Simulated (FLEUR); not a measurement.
# FePt (volume factor 0.96 on the database's cell): anisotropy by force theorems, part 2 of 2

Wanted: anisotropy for FePt (volume factor 0.96 on the database's cell), with the cost of each step.

FLEUR MaX-R8.1; PBE; all-electron FLAPW, Dirac cores, scalar-relativistic bands.

So far. Step 2 (Self-consistent state): After 24 cycles the largest moment stands at 2.93 μB.

## 5. Spin–orbit coupling, moments along [001]

Level of this step: PBE; all-electron FLAPW, Dirac cores, scalar-relativistic bands with spin-orbit coupling (FLEUR).

Spin–orbit coupling ties the spins to the lattice and lets orbital moments form.

A new self-consistent run of the start ferro +, with the moments along z. The k list default-1 (kpts.xml, not shown) is a Γ-centred 21×21×15 mesh.

Input file inp.xml:

```
<?xml version="1.0" encoding="UTF-8" standalone="no"?>
<fleurInput fleurInputVersion="0.39">
   <comment>
      FePt
   </comment>
   <calculationSetup>
      <cutoffs Kmax="3.6" Gmax="10.8" GmaxXC="10.8" numbands="72"/>
      <scfLoop itmax="110" minDistance="0.00002" maxIterBroyd="15" imix="Anderson" alpha="0.05" precondParam="0.0" spinf="2.0" sdNocoIR="T"/>
      <coreElectrons ctail="T" frcor="F" kcrel="0" coretail_lmax="0"/>
      <xcFunctional name="pbe" relativisticCorrections="F"/>
      <magnetism jspins="2"/>
      <soc l_soc="T" theta="0.0" phi="0.0" spav="F"/>
      <expertModes spex="0" secvar="F"/>
      <geometryOptimization l_f="F" forcealpha="1.0" forcemix="BFGS" epsdisp="0.00001" epsforce="0.00001"/>
      <ldaU l_linMix="F" mixParam="0.05" spinf="1.0"/>
   </calculationSetup>
   <cell>
      <bzIntegration valenceElectrons="32.0" mode="hist" fermiSmearingEnergy="0.00183747">
         <kPointListSelection listName="default-1"/>
         <xi:include xmlns:xi="http://www.w3.org/2001/XInclude" href="kpts.xml"> </xi:include>
      </bzIntegration>
      <xi:include xmlns:xi="http://www.w3.org/2001/XInclude" href="sym.xml"> </xi:include>
      <bulkLattice scale="1.0">
         <bravaisMatrix>
            <row-1>    5.0771109840099324     0.0000000000000000     0.0000000000000000</row-1>
            <row-2>    0.0000000000000000     5.0771109840099324     0.0000000000000000</row-2>
            <row-3>    0.0000000000000000     0.0000000000000000     6.9347725002893759</row-3>
         </bravaisMatrix>
      </bulkLattice>
   </cell>
   <atomSpecies>
      <species name="Iron (Fe) 2.800" element="Fe" atomicNumber="26">
         <mtSphere radius="2.43" gridPoints="803" logIncrement="0.015"/>
         <atomicCutoffs lmax="10" lnonsphr="8"/>
         <electronConfig flipSpins="F">
            <coreConfig>(1s1/2) (2s1/2) (2p1/2) (2p3/2)</coreConfig>
            <valenceConfig>(3s1/2) (3p1/2) (3p3/2) (4s1/2) (3d3/2) (3d5/2)</valenceConfig>
            <stateOccupation state="(3d3/2)" spinUp="1.4" spinDown="1.0"/>
            <stateOccupation state="(3d5/2)" spinUp="3.0" spinDown="0.6"/>
         </electronConfig>
         <energyParameters s="4" p="4" d="3" f="4"/>
         <lo type="SCLO" l="0" n="3" eDeriv="0"/>
         <lo type="SCLO" l="1" n="3" eDeriv="0"/>
      </species>
      <species name="Platinum (Pt)" element="Pt" atomicNumber="78">
         <mtSphere radius="2.43" gridPoints="803" logIncrement="0.017"/>
         <atomicCutoffs lmax="10" lnonsphr="8"/>
         <electronConfig flipSpins="F">
            <coreConfig>(1s1/2) (2s1/2) (2p1/2) (2p3/2) (3s1/2) (3p1/2) (3p3/2) (4s1/2) (3d3/2) (3d5/2) (4p1/2) (4p3/2) (5s1/2) (4d3/2) (4d5/2) (4f5/2) (4f7/2)</coreConfig>
            <valenceConfig>(5p1/2) (5p3/2) (6s1/2) (5d3/2) (5d5/2)</valenceConfig>
            <stateOccupation state="(6s1/2)" spinUp="0.500000" spinDown="0.500000"/>
            <stateOccupation state="(5d3/2)" spinUp="1.800000" spinDown="1.800000"/>
            <stateOccupation state="(5d5/2)" spinUp="2.700000" spinDown="2.700000"/>
         </electronConfig>
         <energyParameters s="6" p="6" d="5" f="5"/>
         <lo type="SCLO" l="1" n="5" eDeriv="0"/>
      </species>
   </atomSpecies>
   <atomGroups>
      <atomGroup species="Iron (Fe) 2.800">
         <relPos label="                   1">.0000000000 .0000000000 .0000000000</relPos>
         <force calculate="T" relaxXYZ="TTT"/>
      </atomGroup>
      <atomGroup species="Platinum (Pt)">
         <relPos label="                   2">1.000/2.000 1.000/2.000 1.000/2.000</relPos>
         <force calculate="T" relaxXYZ="TTT"/>
      </atomGroup>
   </atomGroups>
   <output dos="F" band="F" slice="F">
      <bandDOS minEnergy="-.5*Htr" maxEnergy="0.5*Htr" sigma="0.015" storeEVData="T"/>
      <plotting iplot="0" polar="F">
         <plot TwoD="T" vec1="  1.0  0.0  0.0" vec2="  0.0  1.0  0.0" vec3="  0.0  0.0  1.0" zero="  0.0  0.0  0.0" file="plot"/>
      </plotting>
      <moessbauerParams electricFieldGradient="F" isomerShift="F" coreHyperfine="F" valenceHyperfine="F"/>
   </output>
</fleurInput>
```

Input file crystal.txt:

```
FePt
&input film=F cartesian=F /
2.68669143000  0.00000000000  0.00000000000
0.00000000000  2.68669143000  0.00000000000
0.00000000000  0.00000000000  3.66972357000
1.8897261246
1.0 1.0 1.0

2
26 0.00000000000  0.00000000000  0.00000000000 : 2.800
78 0.50000000000  0.50000000000  0.50000000000

&soc 0.0000000 0.0000000 /
&kpt div1=21 div2=21 div3=15 gamma=T /
```

Launch:

```sh
OMP_NUM_THREADS=1 inpgen -f crystal.txt > inpgen.log  # inp.xml is then edited as shown
OMP_NUM_THREADS=1 mpirun -n 4 fleur_MPI > fleur.log
```

The program printed:

```text
[banner, memory and clock lines left out]
Welcome to FLEUR        (www.flapw.de)
      MaX-Release 8.1          (www.max-centre.eu)

 ========== k-point set info ==========
 Selected k-point list: default-1
 k-point list type: mesh
 21 x 21 x 15
 Number of k points: 888

 [... set-up left out ...]
 Iteration:     1   Distance:      41.93783385 me/bohr^3
 Iteration:     2   Distance:      17.01222042 me/bohr^3
 Iteration:     3   Distance:      13.43845686 me/bohr^3
 Iteration:     4   Distance:       8.63506479 me/bohr^3
 Iteration:     5   Distance:       7.68168288 me/bohr^3
 Iteration:     6   Distance:       8.13143447 me/bohr^3
 Iteration:     7   Distance:       3.59366345 me/bohr^3
 Iteration:     8   Distance:       2.85239479 me/bohr^3
 Iteration:     9   Distance:       1.06435243 me/bohr^3
 Iteration:    10   Distance:       0.48796967 me/bohr^3
 Iteration:    11   Distance:       0.30875509 me/bohr^3
 Iteration:    12   Distance:       0.03392106 me/bohr^3
 Iteration:    13   Distance:       0.05286946 me/bohr^3
 Iteration:    14   Distance:       0.03767847 me/bohr^3
[... lines left out ...]
 Iteration:    19   Distance:       0.00115092 me/bohr^3
 Iteration:    20   Distance:       0.00094516 me/bohr^3
 Iteration:    21   Distance:       0.00044687 me/bohr^3
 Iteration:    22   Distance:       0.00022285 me/bohr^3
 Iteration:    23   Distance:       0.00008498 me/bohr^3
 Iteration:    24   Distance:       0.00007226 me/bohr^3
 Iteration:    25   Distance:       0.00001434 me/bohr^3

 ********************************************************************
 Run finished successfully
 Stop message:
   all done
 ********************************************************************

--- out.xml (last complete iteration) ---
<iteration numberForCurrentRun="   25" overallNumber="   25">
         [... left out ...]
         <bandgap value="0.0000000000" units="eV"/>
         <sumValenceSingleParticleEnergies value="-17.4280779924" units="Htr"/>
         <FermiEnergy value="0.4608257458" units="Htr"/>
         [... left out ...]
         <magneticMomentsInMTSpheres units="muBohr">
            <globalMagMoment atomType="1" vec="0.00000   0.00000   2.87118"/>
            <globalMagMoment atomType="2" vec="0.00000   0.00000   0.37272"/>
         </magneticMomentsInMTSpheres>
         <orbitalMomentsInMTSpheres units="muBohr">
            <globalMagMoment atomType="1" vec="0.00000   0.00000   0.05760"/>
            <globalMagMoment atomType="2" vec="0.00000   0.00000   0.04049"/>
         </orbitalMomentsInMTSpheres>
         [... left out ...]
         <totalEnergy value="   -19719.5924870953" units="Htr">
            <sumOfEigenvalues value="   -12058.7627196496">
               <coreElectrons value="-12041.3346416572"/>
               <valenceElectrons value="-17.4280779924"/>
            </sumOfEigenvalues>
         [... left out ...]
            <freeEnergy value="-19719.5928723561"/>
            <extrapolationTo0K value="-19719.5926797257"/>
         </totalEnergy>
         <densityConvergence units="me/bohr^3">
            <chargeDensity spin="1" distance="0.0000045519"/>
            <chargeDensity spin="2" distance="0.0000113737"/>
            <overallChargeDensity distance="0.0000097201"/>
            <spinDensity distance="0.0000143415"/>
         </densityConvergence>
      </iteration>
```

It took 10 min on 4 MPI ranks of Arm Neoverse V1, shared host; peak memory 0.91 GiB.

This step gave:

```
free energy                                                       : -536597.4583 eV
program's band gap on this mesh (in a metal only a level spacing) : 0 eV
magnetization                                                     : 3.180 μB
final state                                                       : ferromagnetic
largest moment                                                    : 2.871 μB
orbital moment along the spin                                     : 0.0576 μB
```

Orbital moment in the sphere, along the spin axis by atom:

```
atom  orbital moment in the sphere, along the spin axis (μB)
 Fe1                                                  0.0576
 Pt2                                                  0.0405
```

## 6. Outcome

* reference state: ferromagnetic
* largest sphere moment: 2.93 μB
* easy direction of those tried: [001]
* energy along [100] less [001], force theorem: 2.65 meV a primitive cell
* orbital moment on the atom of largest spin, along its spin (spin–orbit run): 0.0576 μB

**Reading.** By the force theorem the moments prefer [001]; shape anisotropy is not in it. The difference for the second direction goes from 2.7 meV (mesh 14×14×11, 72 states, 7 min of CPU time) to 2.7 meV (mesh 21×21×15, 72 states, 21 min). The orbital moment is parallel to the spin. The state was typed, and no other order was converged beside it, so it need not be the ground state.

[Logs and program files are shortened in this print: banners, set-up blocks, solver, clock and traceback lines can be left out without a mark of their own.]

[Logs are printed without paths, hosts, clocks, repeated set-up lines and the standing remarks that a program may print on its own settings, such as how far it seeks lower states.]

[Hosts, paths, dates, database ids (printed as entryN), source tags and the programs' standing remarks are cut or masked in the printed files.]

[Where a cell is said to come from a database of computed structures, the database is the Materials Project.]
